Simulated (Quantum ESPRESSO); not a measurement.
## Near-edge structure at the K K edge of K (Im-3m)

Aim: the near-edge shape at the K K edge of K (Im-3m), and what the core hole does to it.

Main program and level: Quantum ESPRESSO 7.5; X-ray absorption near-edge structure, plane-wave PAW PBEsol, one-electron final states by a Lanczos continued fraction.

The database entry behind the starting cell lists a temperature near 5 K, so it need not match the best structure at ambient conditions.

## (1) Set-up

The structure is cubic, space group Im-3m (No. 229). Conventional cell: a = 5.225 Å, b = 5.225 Å, c = 5.225 Å, α = 90.00°, β = 90.00°, γ = 90.00°. Nearest to K lie 8 K at 4.52 Å.

Structure file:

```cif
data_structure
_symmetry_space_group_name_H-M 'P 1'
_symmetry_Int_Tables_number 1
_cell_length_a 4.5250
_cell_length_b 4.5250
_cell_length_c 4.5250
_cell_angle_alpha 109.471
_cell_angle_beta 109.471
_cell_angle_gamma 109.471
_cell_volume 71.32
loop_
_atom_site_label
_atom_site_type_symbol
_atom_site_fract_x
_atom_site_fract_y
_atom_site_fract_z
_atom_site_occupancy
K1 K 0.00000 0.00000 0.00000 1
```

## (2) Ground state of the crystal

The ground state comes first: it tells whether the system has a gap, which decides how the excited electron is treated.

Contents of scf.in:

```
&control
   calculation='scf', prefix='x', pseudo_dir='../pp', outdir='tmp', tprnfor=.true.
/
&system
   ibrav=0, nat=1, ntyp=1, nbnd=9
   ecutwfc=45, ecutrho=310
   occupations='smearing', smearing='mv', degauss=0.015
/
&electrons
   conv_thr=1.0e-08, electron_maxstep=120
   mixing_beta=0.5
/
ATOMIC_SPECIES
K3 1.0 K.pbesol-spn-kjpaw.UPF
CELL_PARAMETERS angstrom
  -2.61250000 2.61250000 2.61250000
  2.61250000 -2.61250000 2.61250000
  2.61250000 2.61250000 -2.61250000
ATOMIC_POSITIONS crystal
K3   0.00000000 0.00000000 0.00000000
K_POINTS automatic
7 7 7 0 0 0
```

Contents of K.pbesol-spn-kjpaw.ld1.in:

```
&input
   title='K', zed=19., rel=1, iswitch=3, dft='PBESOL',
   config='[Ar] 4s1 4p0 3d-1'
/
&inputp
   file_pseudopw='K.pbesol-spn-kjpaw.UPF', author='',
   lpaw=.true.,
   pseudotype=3,
   lloc=-1,
   rcloc=1.5,
   which_augfun='PSQ',
   rmatch_augfun_nc=.true.,
   nlcc=.true.,
   new_core_ps=.true.,
   rcore=1.0,
   tm=.true.,
   lgipaw_reconstruction=.true., use_paw_as_gipaw=.true.
/
6
3S  1  0  2.00  0.00  1.20  1.30  0.0
4S  2  0  1.00  0.00  1.20  1.30  0.0
3P  2  1  6.00  0.00  1.40  1.60  0.0
4P  3  1  0.00  0.00  1.40  1.60  0.0
3D  3  2  0.00  0.05  1.20  1.70  0.0
3D  3  2  0.00  1.00  1.20  1.70  0.0
```

Started as:

```console
OMP_NUM_THREADS=1 mpirun --oversubscribe --bind-to none -np 4 pw.x -nk 4 -in scf.in > scf.out
```

Log:

```text
     [... banner and references ...]
using ibrav=0 with symmetry is DISCOURAGED, use correct ibrav instead

     G-vector sticks info
     --------------------

     Using Slab Decomposition

     bravais-lattice index     =            0
     lattice parameter (alat)  =       8.5510  a.u.
     unit-cell volume          =     481.3107 (a.u.)^3
     number of atoms/cell      =            1
     number of atomic types    =            1
     number of electrons       =         9.00
     number of Kohn-Sham states=            9
     kinetic-energy cutoff     =      45.0000  Ry
     charge density cutoff     =     310.0000  Ry
     scf convergence threshold =      1.0E-08
     mixing beta               =       0.5000
     number of iterations used =            8  plain     mixing
     Exchange-correlation= SLA  PW   PSX  PSC
                           (   1   4  10   8   0   0   0)

     celldm(1)=   8.550978  celldm(2)=   0.000000  celldm(3)=   0.000000
     celldm(4)=   0.000000  celldm(5)=   0.000000  celldm(6)=   0.000000

     crystal axes: (cart. coord. in units of alat)
               a(1) = (  -0.577350   0.577350   0.577350 )
               a(2) = (   0.577350  -0.577350   0.577350 )
               a(3) = (   0.577350   0.577350  -0.577350 )

     reciprocal axes: (cart. coord. in units 2 pi/alat)
               b(1) = ( -0.000000  0.866025  0.866025 )
               b(2) = (  0.866025 -0.000000  0.866025 )
               b(3) = (  0.866025  0.866025  0.000000 )

     ../pp/K.pbesol-spn-kjpaw.UPF
     Pseudo is Projector augmented-wave + core cor, Zval =  9.0
     Shape of augmentation charge: PSQ
     Using radial grid of 1165 points,  6 beta functions with:
                l(1) =   0
                l(2) =   0
                l(3) =   1
                l(4) =   1
                l(5) =   2
                l(6) =   2
     Q(r) pseudized with 0 coefficients

     atomic species   valence    mass     pseudopotential
     K3                9.00     1.00000     K ( 1.00)

     48 Sym. Ops., with inversion, found

   Cartesian axes

     site n.     atom                  positions (alat units)
         1        K3     tau(   1) = (   0.0000000   0.0000000   0.0000000  )

     number of k points=    20  Marzari-Vanderbilt smearing, width (Ry)=  0.0150
                       cart. coord. in units 2pi/alat
        k(    1) = (   0.0000000   0.0000000   0.0000000), wk =   0.0058309
        k(    2) = (   0.1237179   0.1237179   0.0000000), wk =   0.0699708
        k(    3) = (   0.2474358   0.2474358   0.0000000), wk =   0.0699708
        k(    4) = (   0.3711537   0.3711537   0.0000000), wk =   0.0699708
        k(    5) = (   0.2474358   0.1237179   0.1237179), wk =   0.1399417
[...]
k(   18) = (  -0.0000000  -0.1237179   0.6185896), wk =   0.1399417
        k(   19) = (  -0.7423075  -0.1237179  -0.1237179), wk =   0.0466472
        k(   20) = (  -0.0000000  -0.0000000   0.7423075), wk =   0.0349854

     Dense  grid:    44115 G-vectors     FFT dimensions: (  48,  48,  48)

     Smooth grid:    19477 G-vectors     FFT dimensions: (  40,  40,  40)

     Initial potential from superposition of free atoms

     starting charge       8.9814, renormalised to       9.0000
     Starting wfcs are    8 randomized atomic wfcs +    1 random wfcs
     Checking if some PAW data can be deallocated...

     per-process dynamical memory:    35.4 Mb

     Self-consistent Calculation

     iteration #  1     ecut=    45.00 Ry     beta= 0.50
     Davidson diagonalization with overlap
     ethr =  1.00E-02,  avg # of iterations =  7.2

     Threshold (ethr) on eigenvalues was too large:
     Diagonalizing with lowered threshold

     Davidson diagonalization with overlap
     ethr =  1.48E-05,  avg # of iterations =  9.8

     total energy              =    -111.37452707 Ry
     estimated scf accuracy    <       0.00133058 Ry

     iteration #  2     ecut=    45.00 Ry     beta= 0.50
     Davidson diagonalization with overlap
     ethr =  1.48E-05,  avg # of iterations =  1.8

     total energy              =    -111.37464112 Ry
     estimated scf accuracy    <       0.00016808 Ry

     iteration #  3     ecut=    45.00 Ry     beta= 0.50
     Davidson diagonalization with overlap
     ethr =  1.87E-06,  avg # of iterations =  4.1

     total energy              =    -111.37465161 Ry
     estimated scf accuracy    <       0.00001898 Ry

     iteration #  4     ecut=    45.00 Ry     beta= 0.50
     Davidson diagonalization with overlap
     ethr =  2.11E-07,  avg # of iterations =  1.8

     total energy              =    -111.37465264 Ry
     estimated scf accuracy    <       0.00000008 Ry

     iteration #  5     ecut=    45.00 Ry     beta= 0.50
     Davidson diagonalization with overlap
     ethr =  8.74E-10,  avg # of iterations =  3.5

     total energy              =    -111.37465263 Ry
     estimated scf accuracy    <       0.00000025 Ry

     iteration #  6     ecut=    45.00 Ry     beta= 0.50
     Davidson diagonalization with overlap
     ethr =  8.74E-10,  avg # of iterations =  2.0

     End of self-consistent calculation

          k = 0.0000 0.0000 0.0000 (  2491 PWs)   bands (ev):

   -30.0973 -13.6066 -13.6066 -13.6066  -0.3256   6.1945   6.1945   6.1945
     7.1209

          k = 0.1237 0.1237 0.0000 (  2447 PWs)   bands (ev):

   -30.0963 -13.6212 -13.6114 -13.6065  -0.0672   5.7417   5.8963   6.4013
     6.8741

          k = 0.2474 0.2474 0.0000 (  2457 PWs)   bands (ev):

   -30.0942 -13.6537 -13.6223 -13.6065   0.6724   4.4990   5.3986   6.9671
     7.0039

          k = 0.3712 0.3712 0.0000 (  2435 PWs)   bands (ev):

   -30.0925 -13.6793 -13.6309 -13.6064   1.7841   3.1399   5.0910   6.8563
     7.4416

          k = 0.2474 0.1237 0.1237 (  2451 PWs)   bands (ev):

   -30.0948 -13.6434 -13.6171 -13.6100   0.4325   5.0357   5.3373   6.7301
     6.7349

[...]
k = 0.2474 0.2474 0.2474 (  2442 PWs)   bands (ev):

[...]
k = 0.3712 0.3712 0.2474 (  2439 PWs)   bands (ev):

[...]
k =-0.0000-0.0000 0.2474 (  2439 PWs)   bands (ev):

[...]
k = 0.4949 0.3712 0.3712 (  2439 PWs)   bands (ev):

[...]
k =-0.0000-0.1237 0.3712 (  2463 PWs)   bands (ev):

[...]
k =-0.0000-0.2474 0.4949 (  2457 PWs)   bands (ev):

[...]
k = 0.1237-0.1237 0.4949 (  2453 PWs)   bands (ev):

[...]
k =-0.7423-0.2474-0.2474 (  2463 PWs)   bands (ev):

[...]
k =-0.0000-0.0000 0.4949 (  2454 PWs)   bands (ev):

[...]
k =-0.0000-0.1237 0.6186 (  2470 PWs)   bands (ev):

   -30.0903 -13.6672 -13.6489 -13.6408   2.5636   3.6351   5.1008   5.2942
     6.3426

          k =-0.7423-0.1237-0.1237 (  2466 PWs)   bands (ev):

   -30.0896 -13.6626 -13.6626 -13.6433   3.3222   3.3222   4.4398   5.9510
     5.9510

          k =-0.0000-0.0000 0.7423 (  2462 PWs)   bands (ev):

   -30.0889 -13.6612 -13.6587 -13.6587   3.2353   3.6393   5.3907   5.3907
     5.4094

     the Fermi energy is     1.8873 ev

!    total energy              =    -111.37465266 Ry
     total all-electron energy =     -1202.650017 Ry
     estimated scf accuracy    <          4.7E-09 Ry
     smearing contrib. (-TS)   =      -0.00032480 Ry
     internal energy E=F+TS    =    -111.37432786 Ry

     The total energy is F=E-TS. E is the sum of the following terms:
     one-electron contribution =     -35.45447064 Ry
     hartree contribution      =      18.87663885 Ry
     xc contribution           =     -11.04015728 Ry
     ewald contribution        =     -29.85449798 Ry
     one-center paw contrib.   =     -53.90184081 Ry

     convergence has been achieved in   6 iterations

     Forces acting on atoms (cartesian axes, Ry/au):

     atom    1 type  1   force =     0.00000000    0.00000000    0.00000000

     Total force =     0.000000     Total SCF correction =     0.000000

     XML data file, charge density, pseudopotentials, collected wavefunctions

=------------------------------------------------------------------------------=
   JOB DONE.
=------------------------------------------------------------------------------=
```

Elapsed: 3 s, on 4 MPI ranks of Arm Neoverse V2, shared host; peak memory 0.09 GiB; 12 s of CPU time.

Absorbing atoms carry a label of their own (element plus a letter or digit), as the spectrum program needs them as separate species.

The mesh shows no gap, so the system is treated as a metal and the core electron is put at the Fermi level (neutral cell).

## (3) Spectrum without a core hole, K atom 1

This cheap baseline ignores the attraction of the hole: it shows the absorber's empty states as they are in the ground state.

The absorber has 8 K at 4.52 Å and 6 K at 5.22 Å (cube and octahedron, as in bcc, site symmetry m-3m).

Contents of xspectra.in:

```
&input_xspectra
   calculation='xanes_dipole', edge='K'
   prefix='x', outdir='tmp', xiabs=1, xe0=1.8873
   xonly_plot=.false., x_save_file='xanes.sav'
   xniter=3000, xcheck_conv=20, xerror=0.005
   xcoordcrys=.false., xepsilon(1)=1, xepsilon(2)=0, xepsilon(3)=0
/
&plot
   xnepoint=413, xemin=-10, xemax=45, terminator=.true., cut_occ_states=.true.
   xgamma=0.4
/
&pseudos
   filecore='../K.wfc'
/
&cut_occ
   cut_desmooth=0.1, cut_stepl=0.05, cut_stepu=0.05, cut_ierror=1e-5
/
8 8 8 0 0 0
```

Started as:

```console
OMP_NUM_THREADS=1 mpirun --oversubscribe --bind-to none -np 4 xspectra.x -nk 4 -in xspectra.in > xspectra.out
```

Log:

```text
     [... banner and references ...]
Reading input_file

     calculation: xanes_dipole

     xepsilon  [cartesian coordinates]:   1.000000   0.000000   0.000000

     xonly_plot: FALSE
        => complete calculation: Lanczos + spectrum plot

     filecore (core-wavefunction file): ../K.wfc

     main plot parameters:
        cut_occ_states: TRUE
        gamma_mode:  constant
        -> using xgamma [eV]:  0.40
        xemin [eV]: -10.00
        xemax [eV]:  45.00
        xnepoint:  413
        xe0 [eV]:   1.887300 (energy zero read in input file)

[...]
Results of STEP 1 successfully written in x_save_file
     x_save_file name:
     ->  xanes.sav
     x_save_file version:  2

     ... End STEP 1 ...

     ... Begin STEP 2 ...

     The spectrum is calculated using the following parameters:
        xe0 [eV]:    1.8873
        the occupied states are elimintate from the spectrum
        xemin [eV]: -10.00
        xemax [eV]:  45.00
        xnepoint:  413
        constant broadening parameter [eV]:    0.400
        Core level energy [eV]:  -3608.
         (from electron binding energy of neutral atoms in X-ray data booklet)

     Cross-section successfully written in xanes.dat

     ... End STEP 2 ...

                                END JOB XSpectra
```

Run time: 48 s. Hardware: 4 MPI ranks; peak memory 0.08 GiB; 3.2 min of CPU time.

The K K spectrum, K atom 1, no core hole (energy from the energy zero of the input (xe0, at the border of filled and empty states); intensity scaled to a mean of 1 over the first 20 eV; the points at xe0, where the cut of filled states can leave a spike, are interpolated):

| E (eV) | intensity |
| --- | --- |
| -2.0 | 0.05 |
| -1.4 | 0.07 |
| -0.8 | 0.11 |
| -0.2 | 0.26 |
| 0.4 | 0.51 |
| 1.0 | 0.76 |
| 1.6 | 0.73 |
| 2.2 | 0.61 |
| 2.8 | 0.58 |
| 3.4 | 0.67 |
| 4.0 | 0.60 |
| 4.6 | 0.63 |
| 5.2 | 0.67 |
| 5.8 | 0.79 |
| 6.4 | 1.00 |
| 7.0 | 1.64 |
| 7.6 | 2.08 |
| 8.2 | 1.31 |
| 8.8 | 0.87 |
| 9.4 | 0.82 |
| 10.0 | 0.91 |
| 10.6 | 0.85 |
| 11.2 | 0.91 |
| 11.8 | 1.08 |
| 12.4 | 1.26 |
| 13.0 | 1.17 |
| 13.6 | 1.14 |
| 14.2 | 1.12 |
| 14.8 | 0.87 |
| 15.4 | 0.98 |
| 16.0 | 0.97 |
| 16.6 | 0.99 |
| 17.2 | 1.14 |
| 17.8 | 1.15 |
| 18.4 | 1.52 |
| 19.0 | 1.49 |
| 19.6 | 1.34 |
| 20.2 | 1.17 |
| 20.8 | 1.08 |
| 21.4 | 0.99 |
| 22.0 | 0.96 |
| 22.6 | 1.10 |
| 23.2 | 0.87 |
| 23.8 | 0.99 |
| 24.4 | 1.16 |
| 25.0 | 1.04 |
| 25.6 | 1.15 |
| 26.2 | 1.13 |
| 26.8 | 1.22 |
| 27.4 | 1.23 |
| 28.0 | 1.01 |
| 28.6 | 0.95 |
| 29.2 | 0.78 |
| 29.8 | 0.69 |
| 30.4 | 0.74 |
| 31.0 | 1.06 |
| 31.6 | 1.22 |

Main maxima below 30 eV (height): 1.2 eV (0.76), 7.5 eV (2.10), 12.4 eV (1.26), 18.8 eV (1.55), 19.6 eV (1.35), 25.9 eV (1.24) and 27.1 eV (1.24). A K edge sees empty p states on the absorber.

## (4) Another broadening

The final state's lifetime shortens with energy, so measured features broaden above the edge; the saved Lanczos coefficients are redrawn with a width that grows.

Contents of xspectra_plot.in:

```
&input_xspectra
   calculation='xanes_dipole', edge='K'
   prefix='x', outdir='tmp', xiabs=1, xe0=1.8873
   xonly_plot=.true., x_save_file='xanes.sav'
   xniter=3000, xcheck_conv=20, xerror=0.005
   xcoordcrys=.false., xepsilon(1)=1, xepsilon(2)=0, xepsilon(3)=0
/
&plot
   xnepoint=413, xemin=-10, xemax=45, terminator=.true., cut_occ_states=.true.
   gamma_mode='variable', gamma_energy(1)=4, gamma_energy(2)=25, gamma_value(1)=0.37, gamma_value(2)=2.5
/
&pseudos
   filecore='../K.wfc'
/
&cut_occ
   cut_desmooth=0.1, cut_stepl=0.05, cut_stepu=0.05, cut_ierror=1e-5
/
8 8 8 0 0 0
```

Started as:

```console
OMP_NUM_THREADS=1 xspectra.x -in xspectra_plot.in > xspectra_plot.out
```

Log:

```text
     [... banner and references ...]
Reading input_file
     -------------------------------------------------------------------------

     calculation: xanes_dipole

     xonly_plot: TRUE
        => only the spectrum plot

     main plot parameters:
        cut_occ_states: TRUE
        gamma_mode:  variable
        -> first, constant up to point ( 4.00, 0.37) [eV]
        -> then, linear up to point (25.00, 2.50) [eV]
        -> finally, constant up to xemax
        xemin [eV]: -10.00
        xemax [eV]:  45.00
        xnepoint:  413
[...]
xemin [eV]: -10.00
        xemax [eV]:  45.00
        xnepoint:  413
        energy-dependent broadening parameter:
         -> first, constant up to point ( 4.00, 0.37) [eV]
         -> then, linear up to point (25.00, 2.50) [eV]
         -> finally, constant up to xemax
        Core level energy [eV]:  -3608.
         (from electron binding energy of neutral atoms in X-ray data booklet)

     Cross-section successfully written in xanes.dat

     -------------------------------------------------------------------------
                                END JOB XSpectra
     -------------------------------------------------------------------------
[key lines of the parts left out:]
Fermi level [eV]:   2.2146
```

The job ended after 5 s (1 MPI rank; peak memory 0.06 GiB).

With a Lorentzian half width 0.37 eV up to 4 eV, rising linearly to 2.5 eV at 25 eV, the maxima are 1.1 eV (0.81), 3.5 eV (0.70), 7.5 eV (1.71), 12.8 eV (1.12) and 18.7 eV (1.21).

## (5) Supercell without a hole, the energy reference

The photon energy needs a difference of total energies, so the cell and mesh of the coming hole run are first run without a hole.

Contents of scf.in:

```
&control
   calculation='scf', prefix='x', pseudo_dir='../pp', outdir='tmp', tprnfor=.true.
/
&system
   ibrav=0, nat=4, ntyp=1, nbnd=22
   ecutwfc=45, ecutrho=310
   occupations='smearing', smearing='mv', degauss=0.015
/
&electrons
   conv_thr=4.0e-08, electron_maxstep=120
   mixing_beta=0.5
/
ATOMIC_SPECIES
K 1.0 K.pbesol-spn-kjpaw.UPF
CELL_PARAMETERS angstrom
  5.22500000 -5.22500000 0.00000000
  5.22500000 0.00000000 -5.22500000
  5.22500000 0.00000000 5.22500000
ATOMIC_POSITIONS crystal
K    0.00000000 0.00000000 0.00000000
K    0.00000000 0.50000000 0.50000000
K    0.50000000 0.75000000 0.25000000
K    0.50000000 0.25000000 0.75000000
K_POINTS automatic
5 5 5 0 0 0
```

Started as:

```console
OMP_NUM_THREADS=1 mpirun --oversubscribe --bind-to none -np 4 pw.x -nk 4 -in scf.in > scf.out
```

Log:

```text
     [... banner and references ...]
[banner, memory and clock lines left out]
Found identity + (  0.0000 -0.5000 -0.5000) symmetry
     This is a supercell, fractional translations are disabled
     using ibrav=0 with symmetry is DISCOURAGED, use correct ibrav instead

     G-vector sticks info

     bravais-lattice index     =            0
     lattice parameter (alat)  =      13.9637  a.u.
     unit-cell volume          =    1925.2427 (a.u.)^3
[...]
convergence has been achieved in   6 iterations

     Forces acting on atoms (cartesian axes, Ry/au):

     atom    1 type  1   force =    -0.00000000    0.00000000    0.00000000
     atom    2 type  1   force =     0.00000000    0.00000000    0.00000000
     atom    3 type  1   force =     0.00000000    0.00000000   -0.00000000
     atom    4 type  1   force =    -0.00000000   -0.00000000   -0.00000000

     Total force =     0.000000     Total SCF correction =     0.000000

     XML data file, charge density, pseudopotentials, collected wavefunctions
[key lines of the parts left out:]
!    total energy              =    -445.49658238 Ry
the Fermi energy is     1.8485 ev
```

Run time: 13 s. Hardware: 4 MPI ranks; peak memory 0.28 GiB.

Reference energy: -65451.521 eV with the cores included.

(Part 1 of 3 ends here.)

[Banner, clock and machine lines of the logs are left out without a mark of their own.]

[Logs are printed without paths, hosts, clocks, repeated set-up lines and the standing remarks that a program may print on its own settings, such as how far it seeks lower states.]

[Hosts, paths, dates, database ids (printed as entryN), source tags and the programs' standing remarks are cut or masked in the printed files.]

[Lists of maxima count a maximum above −3 eV only where it reaches 4 % of the highest in the window and stands out from its surroundings by 2 % of it (1.5 % where it reaches 55 %); shoulders and weaker maxima are passed over, and of the rest the first, up to two pre-edge ones and the few strongest are named.]
